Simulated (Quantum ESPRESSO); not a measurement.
# MnB: magnetism against uniaxial strain, part 2 of 2

Wanted: the trend of the moments of MnB with uniaxial strain.

Quantum ESPRESSO 7.5; LDA; plane waves with GBRV 1.5 LDA potentials, no spin-orbit coupling.

So far, absolute magnetization (μB): step 2 (factor along z 0.94, ferro ++++) 6.41; step 3 (factor along z 0.94, antiferro +--+) 2.24; step 5 (factor along z 1.06, ferro ++++) 8.06.

**6. An input with a fault**

One input was spoiled on purpose, to see how the program answers.

Input file pw.in:

```
&CONTROL
  calculation = 'scf'
  prefix = 'pwscf'
  outdir = './tmp'
  pseudo_dir = './pseudo'
  disk_io = 'nowf'
  tprnfor = .true.
  tstress = .true.
/
&SYSTEM
  ibrav = 0
  nat = 8
  ntyp = 2
  ecutwfc = 40
  ecutrho = 280
  nbnd = 55
  occupations = 'smearing'
  smearing = 'fd'
  degauss = 0.00999582
  nspin = 2
  starting_magnetization(1) = 0.2333
  starting_magnetization(2) = 0
/
&ELECTRONS
  conv_thr = 1.6d-08
  electron_maxstep = 75
  mixing_beta = 0.3
/
ATOMIC_SPECIES
Mn     54.9380 mn_lda_v1.5.uspp.F.UPF
B      10.8100 b_lda_v1.4.uspp.F.UPF
CELL_PARAMETERS bohr
   5.5631820000    0.0000000000    0.0000000000
   0.0000000000    2.9768500000    0.0000000000
   0.0000000000    0.0000000000    4.1472430000
ATOMIC_POSITIONS crystal
Mn      0.1758800000    0.2500000000    0.1208300000
Mn      0.3241200000    0.7500000000    0.6208300000
Mn      0.6758800000    0.2500000000    0.3791700000
Mn      0.8241200000    0.7500000000    0.8791700000
B       0.0341000000    0.2500000000    0.6128000000
B       0.4659000000    0.7500000000    0.1128000000
B       0.5341000000    0.2500000000    0.8872000000
B       0.9659000000    0.7500000000    0.3872000000
K_POINTS automatic
6 10 8 0 0 0
```

On the command line:

```
OMP_NUM_THREADS=1 mpirun -n 4 pw.x -nk 4 -in pw.in > pw.out
```

The log of the run:

```text
[banner, memory and clock lines left out]
Program PWSCF v.7.5 starts

     Message from routine setup:
     using ibrav=0 with symmetry is DISCOURAGED, use correct ibrav instead

     bravais-lattice index     =            0
     lattice parameter (alat)  =       5.5632  a.u.
     unit-cell volume          =      68.6815 (a.u.)^3
     number of atoms/cell      =            8
     number of atomic types    =            2
     number of electrons       =        72.00
     number of Kohn-Sham states=           55
     kinetic-energy cutoff     =      40.0000  Ry
     charge density cutoff     =     280.0000  Ry
     scf convergence threshold =      1.6E-08
     mixing beta               =       0.3000
     number of iterations used =            8  plain     mixing
     Exchange-correlation=  SLA  PZ   NOGX NOGC
                           (   1   1   0   0   0   0   0)

     [... lines left out ...]
     PseudoPot. # 1 for Mn read from file:
     mn_lda_v1.5.uspp.F.UPF
     Pseudo is Ultrasoft + core correction, Zval = 15.0

     PseudoPot. # 2 for B  read from file:
     b_lda_v1.4.uspp.F.UPF
     Pseudo is Ultrasoft + core correction, Zval =  3.0

     atomic species   valence    mass     pseudopotential
     Mn               15.00    54.93800     Mn( 1.00)
     B                 3.00    10.81000     B ( 1.00)

     Starting magnetic structure
     atomic species   magnetization
     Mn              0.233
     B               0.000

      8 Sym. Ops., with inversion, found ( 6 have fractional translation)

   Cartesian axes

     site n.     atom                  positions (alat units)
         1        Mn     tau(   1) = (   0.1758800   0.1337746   0.0900764  )
         2        Mn     tau(   2) = (   0.3241200   0.4013238   0.4628166  )
         3        Mn     tau(   3) = (   0.6758800   0.1337746   0.2826638  )
         4        Mn     tau(   4) = (   0.8241200   0.4013238   0.6554040  )
         5        B      tau(   5) = (   0.0341000   0.1337746   0.4568304  )
         6        B      tau(   6) = (   0.4659000   0.4013238   0.0840902  )
         7        B      tau(   7) = (   0.5341000   0.1337746   0.6613902  )
         8        B      tau(   8) = (   0.9659000   0.4013238   0.2886500  )

     number of k points=   120  Fermi-Dirac smearing, width (Ry)=  0.0100

     Number of k-points >= 100: set verbosity='high' to print them.

     Dense  grid:     5425 G-vectors     FFT dimensions: (  30,  16,  24)

     Smooth grid:     2345 G-vectors     FFT dimensions: (  24,  12,  18)

     Check: negative core charge=   -0.000051
     Generating pointlists ...
     new r_m :   0.1622 (alat units)  0.9023 (a.u.) for type    1
     new r_m :   0.1334 (alat units)  0.7419 (a.u.) for type    2

     Initial potential from superposition of free atoms

     starting charge      69.9988, renormalised to      72.0000
     Starting wfcs are   68 randomized atomic wfcs

     Self-consistent Calculation

     iteration #  1     ecut=    40.00 Ry     beta= 0.30
     Davidson diagonalization with overlap
     ethr =  1.00E-02,  avg # of iterations =  5.6

     total energy              =    -819.71314597 Ry
     estimated scf accuracy    <       2.94474326 Ry

     total magnetization       =     1.91 Bohr mag/cell
     absolute magnetization    =     1.91 Bohr mag/cell

     [... further iterations left out ...]

     iteration # 11     ecut=    40.00 Ry     beta= 0.30
     Davidson diagonalization with overlap
     ethr =  5.42E-11,  avg # of iterations =  1.6

     Magnetic moment per site  (integrated on atomic sphere of radius R)
     atom   1 (R=0.162)  charge=  9.3353  magn=  0.0000
     atom   2 (R=0.162)  charge=  9.3353  magn=  0.0000
     atom   3 (R=0.162)  charge=  9.3353  magn=  0.0000
     atom   4 (R=0.162)  charge=  9.3353  magn=  0.0000
     atom   5 (R=0.133)  charge=  1.1918  magn= -0.0000
     atom   6 (R=0.133)  charge=  1.1918  magn= -0.0000
     atom   7 (R=0.133)  charge=  1.1918  magn= -0.0000
     atom   8 (R=0.133)  charge=  1.1918  magn= -0.0000

     End of self-consistent calculation

     Number of k-points >= 100: set verbosity='high' to print the bands.

     the Fermi energy is   115.5621 ev

!    total energy              =    -819.95391843 Ry
     estimated scf accuracy    <          6.3E-10 Ry
     smearing contrib. (-TS)   =      -0.00442301 Ry
     internal energy E=F+TS    =    -819.94949542 Ry

     The total energy is F=E-TS. E is the sum of the following terms:
     one-electron contribution =     403.54675258 Ry
     hartree contribution      =      71.55300415 Ry
     xc contribution           =    -149.39567936 Ry
     ewald contribution        =   -1145.65357280 Ry

     total magnetization       =    -0.00 Bohr mag/cell
     absolute magnetization    =     0.00 Bohr mag/cell

     convergence has been achieved in  11 iterations

     Forces acting on atoms (cartesian axes, Ry/au):

     atom    1 type  1   force =    -0.29762108    0.00000000   -0.11664640
     atom    2 type  1   force =     0.29762108    0.00000000   -0.11664640
     atom    3 type  1   force =    -0.29762108    0.00000000    0.11664640
     atom    4 type  1   force =     0.29762108    0.00000000    0.11664640
     atom    5 type  2   force =     0.46716326    0.00000000    1.22273328
     atom    6 type  2   force =    -0.46716326    0.00000000    1.22273328
     atom    7 type  2   force =     0.46716326    0.00000000   -1.22273328
     atom    8 type  2   force =    -0.46716326    0.00000000   -1.22273328

     Total force =     2.694812     Total SCF correction =     0.000063

     Computing stress (Cartesian axis) and pressure

          total   stress  (Ry/bohr**3)                   (kbar)     P=   181763.13
   1.19369547   0.00000000   0.00000000       175598.67        0.00        0.00
   0.00000000   1.24226094   0.00000000            0.00   182742.89        0.00
   0.00000000   0.00000000   1.27084561            0.00        0.00   186947.84
```

It took 26 s on 4 MPI ranks of Arm Neoverse V1, shared host; peak memory 0.31 GiB.

The run converged, but its input is faulty, so its numbers are not to be trusted.

The fault in the input: cell vectors in angstrom declared as bohr.

The two runs compared:

```
                   quantity  this run  same start on sound input  difference
        largest moment (μB)         0                     1.6654       -1.67
         magnetization (μB)         0                      6.812       -6.81
absolute magnetization (μB)         0                      7.455       -7.46
```

The two runs differ clearly in the largest moment: 0 μB against 1.67 μB.

**7. All points**

The runs not shown differ from these in the moved quantity alone.

States, by row:

```
c axis     ferro ++++     antiferro +--+  no spin polarisation
  0.94  ferromagnetic  antiferromagnetic          non-magnetic
  0.97  ferromagnetic  antiferromagnetic          non-magnetic
     1  ferromagnetic  antiferromagnetic          non-magnetic
  1.03  ferromagnetic  antiferromagnetic          non-magnetic
  1.06  ferromagnetic  antiferromagnetic          non-magnetic
```

Largest site moment against c axis:

```
c axis (factor)  ferro ++++ (μB)  antiferro +--+ (μB)
         0.9400             1.41                0.496
         0.9700             1.55                0.611
         1.0000             1.67                0.730
         1.0300             1.74                0.854
         1.0600             1.79                0.995
```

Table of energy less that of the parallel start by c axis; values in meV a seeded atom:

```
c axis (factor)  antiferro +--+  no spin polarisation
         0.9400            71.5                  73.0
         0.9700            92.1                  94.5
         1.0000             111                   115
         1.0300             127                   132
         1.0600             139                   146
```

The energy over the lowest by c axis; values in meV an atom:

```
c axis (factor)  ferro ++++  antiferro +--+  no spin polarisation
         0.9400      0.0608            35.8                  36.6
         0.9700           0            46.0                  47.3
         1.0000        26.0            81.7                  83.5
         1.0300        72.9             137                   139
         1.0600         136             205                   209
```

**8. Outcome**

```yaml
moment_parallel_start: 1.41 to 1.79 μB
states_met_from_these_starts: antiferromagnetic and ferromagnetic
```

What this shows: The moment of the parallel start goes from 1.41 μB at 0.94 to 1.79 μB at 1.06. The net moment of the cell goes from 5.96 to 7.25 μB. The radius of the spheres follows the nearest distance, so part of the change of the site moments is the spheres'. The largest moment of the start antiferro +--+ lies between 0.496 and 0.995 μB. The start antiferro +--+ lies over the parallel one at every finished point, by 71.5 to 139 meV a seeded atom. Energies are free energies at an electronic temperature of 1580 K, which lowers moments and differences where the moments are itinerant.

[Logs and program files are shortened in this print: banners, set-up blocks, solver, clock and traceback lines can be left out without a mark of their own.]

[Logs are printed without paths, hosts, clocks, repeated set-up lines and the standing remarks that a program may print on its own settings, such as how far it seeks lower states.]

[Hosts, paths, dates, database ids (printed as entryN), source tags and the programs' standing remarks are cut or masked in the printed files.]

[Where a cell is said to come from a database of computed structures, the database is the Materials Project.]
